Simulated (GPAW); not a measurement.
## Dielectric function and optical constants of SiO2 (Quartz)

Wanted: where SiO2 (Quartz) starts to absorb, how strongly, and its refractive index.

Program: GPAW 26.7.0. Level of theory: DFT, PBE, plane-wave PAW (GPAW data sets), scalar-relativistic, RPA, optical limit. Results are calculated unless marked as measured.

## 1. Set-up

It takes space group P3_121 (No. 152, trigonal). Conventional cell: a = 4.916 Å, b = 4.916 Å, c = 5.409 Å, α = 90.00°, β = 90.00°, γ = 120.00°. Nearest to Si lie 4 O at 1.61 Å. Nearest to O lie 2 Si at 1.61 Å. Farther neighbours and most contacts between anions are not listed.

## 2. Ground state

First the ground state: is it a metal or has it a gap?

This step: DFT, PBE, plane-wave PAW (GPAW data sets), scalar-relativistic, ground state (GPAW 26.7.0).

gs.py reads:

```python
from ase import Atoms
from ase.dft.bandgap import bandgap
from gpaw import GPAW, PW, FermiDirac

atoms = Atoms(['Si', 'Si', 'Si', 'O', 'O', 'O', 'O', 'O', 'O'],
              cell=[[4.915800000000, 0.000000000000, 0.000000000000],
                    [-2.457900000000, 4.257207679900, 0.000000000000],
                    [0.000000000000, 0.000000000000, 5.409100000000]],
              scaled_positions=[[0.469700000000, 0.469700000000, 0.000000000000],
                                [0.000000000000, 0.530300000000, 0.666666666700],
                                [0.530300000000, 0.000000000000, 0.333333333300],
                                [0.853800000000, 0.268000000000, 0.452333333300],
                                [0.732000000000, 0.585800000000, 0.785666666700],
                                [0.414200000000, 0.146200000000, 0.119000000000],
                                [0.268000000000, 0.853800000000, 0.547666666700],
                                [0.585800000000, 0.732000000000, 0.214333333300],
                                [0.146200000000, 0.414200000000, 0.881000000000]],
              pbc=[True, True, True])
atoms.calc = GPAW(mode=PW(550), xc='PBE', kpts={'size': (6, 6, 5), 'gamma': True},
                  occupations=FermiDirac(0.05), maxiter=150, txt='gs.txt')
print('energy (eV)', atoms.get_potential_energy())
print('Fermi level (eV)', atoms.calc.get_fermi_level())
print('valence electrons', atoms.calc.get_number_of_electrons())
print('gap (eV)', bandgap(atoms.calc, output=None)[0])
print('direct gap (eV)', bandgap(atoms.calc, direct=True, output=None)[0])
atoms.calc.write('gs.gpw')
```

Launch:

```sh
$ OMP_NUM_THREADS=1 python gs.py
```

Numbers of over 12 decimals in the logs are rounded to 6 here.

Output:

```text
__  _  _
 | _ |_)|_||  |
 |__||  | ||/\| - 26.7.0

Versions:
  Python: 3.12.14
  ASE:    3.29.0
  Numpy:  2.5.5
  Scipy:  1.18.1
  Libxc:  7.0.0

Input parameters:
  mode=PW(ecut=550.0),
  kpts=MonkhorstPack(size=(6, 6, 5), gamma=True),
  maxiter=150,
  occupations=Occupations(name='fermi-dirac', width=0.05, fixmagmom=False),
  xc=XC(name='PBE')

Diagonalizing LCAO Hamiltonian
Converting LCAO to pw mode

           O      O
         SiO

                    O
               O
                 Si
               Oi

Atoms  # Å, Bohr magnetons
|   | symbol |         x |        y |        z |    initial magnetic moments |
| 0 |     Si |  1.154476 | 1.999610 | 0.000000 | ( 0.0000,  0.0000,  0.0000) |
| 1 |     Si | -1.303424 | 2.257597 | 3.606067 | ( 0.0000,  0.0000,  0.0000) |
| 2 |     Si |  2.606849 | 0.000000 | 1.803033 | ( 0.0000,  0.0000,  0.0000) |
| 3 |      O |  3.538393 | 1.140932 | 2.446716 | ( 0.0000,  0.0000,  0.0000) |
| 4 |      O |  2.158528 | 2.493872 | 4.249750 | ( 0.0000,  0.0000,  0.0000) |
| 5 |      O |  1.676779 | 0.622404 | 0.643683 | ( 0.0000,  0.0000,  0.0000) |
| 6 |      O | -0.781121 | 3.634804 | 2.962384 | ( 0.0000,  0.0000,  0.0000) |
| 7 |      O |  1.080493 | 3.116276 | 1.159350 | ( 0.0000,  0.0000,  0.0000) |
| 8 |      O | -0.299372 | 1.763335 | 4.765417 | ( 0.0000,  0.0000,  0.0000) |

Unit cell  # Å
| periodic |         x |        y |        z |  lengths |     angles |
|      yes |  4.915800 | 0.000000 | 0.000000 | 4.915800 |  90.000000 |
|      yes | -2.457900 | 4.257208 | 0.000000 | 4.915800 |  90.000000 |
|      yes |  0.000000 | 0.000000 | 5.409100 | 5.409100 | 120.000000 |

Number of symmetries: 2
Symmetry operations  # r_c * U_cc + t_c -> r_c
|   | kind |            matrix            |
| 0 |  E   |  1, 0, 0,  0, 1, 0,  0, 0, 1 |
| 1 |  C2  |  0, 1, 0,  1, 0, 0,  0, 0,-1 |

BZ-sampling:
  Number of BZ points: 180
  Number of IBZ points: 55

  Monkhorst-Pack size: [6, 6, 5]
  Monkhorst-Pack shift: [0.083333, 0.083333, 0.0]

K-points  # in reciprocal-cell coordinates
|     |                                coordinates |     weight |
|   0 | (  0.00000000,   0.00000000,   0.00000000) | 0.00555556 |
|   1 | (  0.00000000,   0.00000000,   0.20000000) | 0.01111111 |
|   2 | (  0.00000000,   0.00000000,   0.40000000) | 0.01111111 |
|   3 | (  0.16666667,  -0.16666667,  -0.40000000) | 0.01111111 |
|   4 | (  0.16666667,  -0.16666667,  -0.20000000) | 0.01111111 |
|   5 | (  0.16666667,  -0.16666667,   0.00000000) | 0.01111111 |
|   6 | (  0.16666667,  -0.16666667,   0.20000000) | 0.01111111 |
|   7 | (  0.16666667,  -0.16666667,   0.40000000) | 0.01111111 |
|   8 | (  0.16666667,   0.00000000,  -0.40000000) | 0.02222222 |
|   9 | (  0.16666667,   0.00000000,  -0.20000000) | 0.02222222 |
| ... |                                            |            |
|  54 | (  0.50000000,   0.50000000,   0.40000000) | 0.01111111 |

Plane wave coefficients: 3339
Cutoff: 550.0 eV

Spin-components: 1 (collinear spins)
Bands:           33
Projectors:      45
Spin-degeneracy: 2
Datatype:        complex128

Parallelization:
  kpt:    1
  domain: 1
  band:   1

Density:
  Valence electrons: 48.0
  Components: 1
  Grid points: [27 27 30]
  Charge: 0.0  # |e|

Potential:
  Grid points: [27 27 30]

species:
  Si:
    name:    Silicon
    id:
    Z:       14.0
    valence: 4
    core:    10
    charge:  0.0  # [|e|]
    compensation charges:
      type: gauss
      rc: 0.33  # [Å]
      lmax: 2
    cutoffs:
      filter: 1.86  # [Å]
      core: 2.06  # [Å]
    projectors
    | kind |    occ | energy [eV] | rcut [Å] |
    |   3s |  2.000 |     -10.812 |    1.058 |
    |   3p |  2.000 |      -4.081 |    1.058 |
    |    s |        |      16.399 |    1.058 |
    |    p |        |      23.130 |    1.058 |
    |    d |        |       0.000 |    1.058 |

    Using partial waves for Si as LCAO basis

  O:
    name:    Oxygen
    id:
    Z:       8.0
    valence: 6
    core:    2
    charge:  0.0  # [|e|]
    compensation charges:
      type: gauss
      rc: 0.21  # [Å]
      lmax: 2
    cutoffs:
      filter: 1.17  # [Å]
      core: 0.83  # [Å]
    projectors
    | kind |    occ | energy [eV] | rcut [Å] |
    |   2s |  2.000 |     -23.961 |    0.688 |
    |   2p |  4.000 |      -9.029 |    0.598 |
    |    s |        |       3.251 |    0.688 |
    |    p |        |      18.182 |    0.598 |
    |    d |        |       0.000 |    0.619 |

    Using partial waves for O as LCAO basis

Reference energy: -35904.146557  # eV

eigensolver:
  PPCG
  Converge bands: occupied
  niter=2

density mixing:
  MSR1-Mixer
  Pratt-step length: 0.05
  Maximum mixing coefficient: 0.75
  Old densities: 10
  SVD Regularization: 0.005
  Good broyden scale: 1.0
  Trust region scale: 1.0
  Backstep threshold: 4.0
  History deletion threshold: 6.0
  Fourier metric: weight=20.0, sigma=0.015

occupation numbers:
  Fermi-Dirac:
    width: 0.0500  # eV

poisson solver:
  ecut: 4400.0  # eV

xc functional:
  name: PBE with 2 nearest neighbor stencil

convergence criteria:
- Maximum [total energy] change in last 3 cyles: 0.0005 eV / valence electron
- Maximum integral of absolute [dens]ity change: 0.0001 electrons / valence electron
- Maximum integral of absolute [eigenst]ate change: 4e-08 eV^2 / valence electron
maximum number of iterations: 150

SCF iterations
|iter     |      energy | eigst |  dens |
|iter:   1||  -78.433742 | +0.05 |       |
|iter:   2||  -76.402802 | -1.57 | -0.69 |
|iter:   3||  -70.182958 | -0.67 | -0.74 |
|iter:   4||  -70.297863 | -2.61 | -1.36 |
|iter:   5||  -70.347322 | -3.17 | -1.66 |
|iter:   6||  -70.347722 | -4.76 | -2.76 |
|iter:   7||  -70.347766c| -6.24 | -3.26 |
|iter:   8||  -70.347769c| -7.50c| -3.94 |
|iter:   9||  -70.347769c| -7.89c| -4.85c|

Converged in 9 steps
SCF loop duration: 101.560 s (11.284 s/step)
Energy contributions relative to reference atoms: (reference = -35904.146557)

Energy contributions:
  Kinetic:          87.335957
  Coulomb:         -78.302884
  Zero:              0.453280
  External:          0.000000
  Xc:              -79.834122
  Entropy:          -0.000000
  Spinorbit:         0.000000
  ----------------------------
  Free energy:     -70.347769
  Extrapolated:    -70.347769

dipole moment: (-5.236224, -9.069405, -11.523556)  # |e|*Ang

Fermi level: 2.684
Eigenvalues  # (at kpt = [0.000, 0.000, 0.000])
| band index |      eig [eV] | occ [0-2] |
|          0 |       -18.049 |     2.000 |
|        ... |               |           |
|         16 |        -0.105 |     2.000 |
|         17 |        -0.104 |     2.000 |
|         18 |        -0.074 |     2.000 |
|         19 |         0.389 |     2.000 |
|         20 |         0.389 |     2.000 |
|         21 |         0.709 |     2.000 |
|         22 |         1.078 |     2.000 |
|         23 |         1.078 |     2.000 |
|         24 |         7.413 |     0.000 |
|         25 |        10.685 |     0.000 |
|         26 |        10.687 |     0.000 |
|         27 |        11.151 |     0.000 |
|         28 |        11.152 |     0.000 |
|         29 |        12.392 |     0.000 |
|         30 |        13.089 |     0.000 |
|         31 |        13.644 |     0.000 |
|         32 |        14.525 |     0.000 |

Gap: 6.017 eV
Transition (v -> c):
  (s=0, k=36, n=23, [0.33, 0.33, 0.00]) -> (s=0, k=0, n=24, [0.00, 0.00, 0.00])
Direct/indirect transitions are different
Direct gap: 6.335 eV
Transition at: (s=0, k=0, n=23, [0.00, 0.00, 0.00])

--- standard output ---
energy (eV) -70.347769
Fermi level (eV) 2.684030
valence electrons 48.0
gap (eV) 6.017440
direct gap (eV) 6.334988
```

The job ended after 1.8 min (1 thread of Arm Neoverse V1, shared host; peak memory 0.31 GiB).

This step gave:

```
energy                 : -70.3478 eV
Fermi energy           : 2.684 eV
gap on the k-mesh      : 6.017 eV
direct gap on the mesh : 6.335 eV
electrons              : 48
```

There is a gap, 6.02 eV on this mesh (points off the mesh can give less), so no carriers' term is needed.

## 3. Bands for the response

The response needs many more empty bands than the density does.

This step: DFT, PBE, plane-wave PAW (GPAW data sets), scalar-relativistic, bands at fixed density (GPAW 26.7.0).

nscf.py reads:

```python
from ase.dft.bandgap import bandgap
from gpaw import GPAW, FermiDirac

calc = GPAW('gs.gpw').fixed_density(kpts={'size': (6, 6, 5), 'gamma': True}, nbands=72, convergence={'bands': 66},
                                    occupations=FermiDirac(0.001), txt='nscf.txt')
print('gap (eV)', bandgap(calc, output=None)[0])
print('direct gap (eV)', bandgap(calc, direct=True, output=None)[0])
print('top band over the Fermi level (eV)', min(calc.get_eigenvalues(kpt=k)[65] for k in range(len(calc.get_ibz_k_points()))) - calc.get_fermi_level())
calc.write('full.gpw', mode='all')
```

Launch:

```sh
$ OMP_NUM_THREADS=1 python nscf.py
```

Output:

```text
Diagonalizing LCAO Hamiltonian
Converting LCAO to pw mode
convergence criteria:
- Maximum integral of absolute [eigenst]ate change: 4e-08 eV^2 / valence electron
maximum number of iterations: 150

SCF iterations
|iter     |      energy | eigst |  dens |
|iter:   1||             | +3.31 |       |
|iter:   2||             | +2.13 |       |
|iter:   3||             | +1.09 |       |
|iter:   4||             | +0.11 |       |
|iter:   5||             | -0.56 |       |
|iter:   6||             | -1.09 |       |
|iter:   7||             | -1.58 |       |
|iter:   8||             | -2.00 |       |
|iter:   9||             | -2.44 |       |
|iter:  10||             | -2.86 |       |
|iter:  11||             | -3.29 |       |
|iter:  12||             | -3.74 |       |
|iter:  13||             | -4.22 |       |
|iter:  14||             | -4.70 |       |
|iter:  15||             | -5.21 |       |
|iter:  16||             | -5.69 |       |
|iter:  17||             | -6.20 |       |
|iter:  18||             | -6.66 |       |
|iter:  19||             | -7.07 |       |
|iter:  20||             | -7.41c|       |
SCF steps: 20
  __  _  _
 | _ |_)|_||  |
 |__||  | ||/\| - 26.7.0

Versions:
  Python: 3.12.14
  ASE:    3.29.0
  Numpy:  2.5.5
  Scipy:  1.18.1
  Libxc:  7.0.0

Input parameters:
  mode=PW(ecut=550.0),
  convergence={'bands': 66},
  gpts=array([27, 27, 30]),
  kpts=MonkhorstPack(size=(6, 6, 5), gamma=True),
  maxiter=150,
  nbands=72,
  occupations=Occupations(name='fermi-dirac', width=0.001, fixmagmom=False),
  parallel={},
  xc=XC(name='PBE')

--- standard output ---
gap (eV) 6.017440
direct gap (eV) 6.334988
top band over the Fermi level (eV) 26.298507
```

The job ended after 8.4 min (1 thread; peak memory 0.46 GiB).

## 4. Dielectric function, RPA

Local fields let the induced charge screen the field inside the cell, which as a rule lowers ε, most along directions where the density is uneven.

This step: DFT, PBE, plane-wave PAW (GPAW data sets), scalar-relativistic, RPA, optical limit (GPAW 26.7.0).

df.py reads:

```python
from gpaw.response.df import DielectricFunction

df = DielectricFunction('full.gpw', frequencies={'type': 'nonlinear', 'domega0': 0.03, 'omega2': 8},
                        ecut=50,
                        eta=0.12,
                        nbands=66,
                        txt='df.txt')
for direction in ['x', 'z']:
    df.get_dielectric_function(xc='RPA', direction=direction, filename=f'df_{direction}.csv')
```

Launch:

```sh
$ OMP_NUM_THREADS=1 python df.py
```

Output:

```text
Using integrator: PointIntegrator
NonLinearFrequencyDescriptor(from 0.000 to 48.709 eV, 462 points)
Nonperiodic BCs:  [False False False]
Using integrator: PointIntegrator
NonLinearFrequencyDescriptor(from 0.000 to 48.709 eV, 462 points)
Nonperiodic BCs:  [False False False]

Calculating chi0 body with:
    Ground state adapter containing:
    Number of spins: 1
    Number of kpoints: 180
    Number of irreducible kpoints: 55
    Number of completely occupied states: 24
    Number of partially occupied states: 24

    Linear response parametrization:
    q_c: [0.0, 0.0, 0.0]
    Number of frequency points: 462
    Planewave cutoff: 50.0
    Number of bands: 66
    Number of planewaves: 85
    Broadening (eta): 0.12

Integrating chi0 body.

Symmetries of q_c:
    Direct symmetries (Uq -> q): 2
    Indirect symmetries (TUq -> q): 2
In total 4 allowed symmetries.

55 groups of equivalent kpoints. 69.444444% reduction.

Integral kind: spectral function

Calculating chi0 optical extensions with:
    Ground state adapter containing:
    Number of spins: 1
    Number of kpoints: 180
    Number of irreducible kpoints: 55
    Number of completely occupied states: 24
    Number of partially occupied states: 24

    Linear response parametrization:
    Number of frequency points: 462
    Planewave cutoff: 50.0
    Number of bands: 66
    Number of planewaves: 85
    Broadening (eta): 0.12
Integrating chi0 head and wings.

Symmetries of q_c:
    Direct symmetries (Uq -> q): 2
    Indirect symmetries (TUq -> q): 2
In total 4 allowed symmetries.

55 groups of equivalent kpoints. 69.444444% reduction.

Integral kind: spectral function wings
```

Elapsed: 57 s, on 1 thread; peak memory 0.39 GiB.

Numbers from this step:

* electronic dielectric constant ε∞, mean over x, y and z (by symmetry where fewer were run): 2.319

(Continued in part 2 of 2.)

[Machine, clock and banner lines and Python warnings are left out of the logs.]

[Logs are printed without paths, hosts, clocks, repeated set-up lines and the standing remarks that a program may print on its own settings, such as how far it seeks lower states.]

[Hosts, paths, dates, database ids (printed as entryN), source tags and the programs' standing remarks are cut or masked in the printed files.]
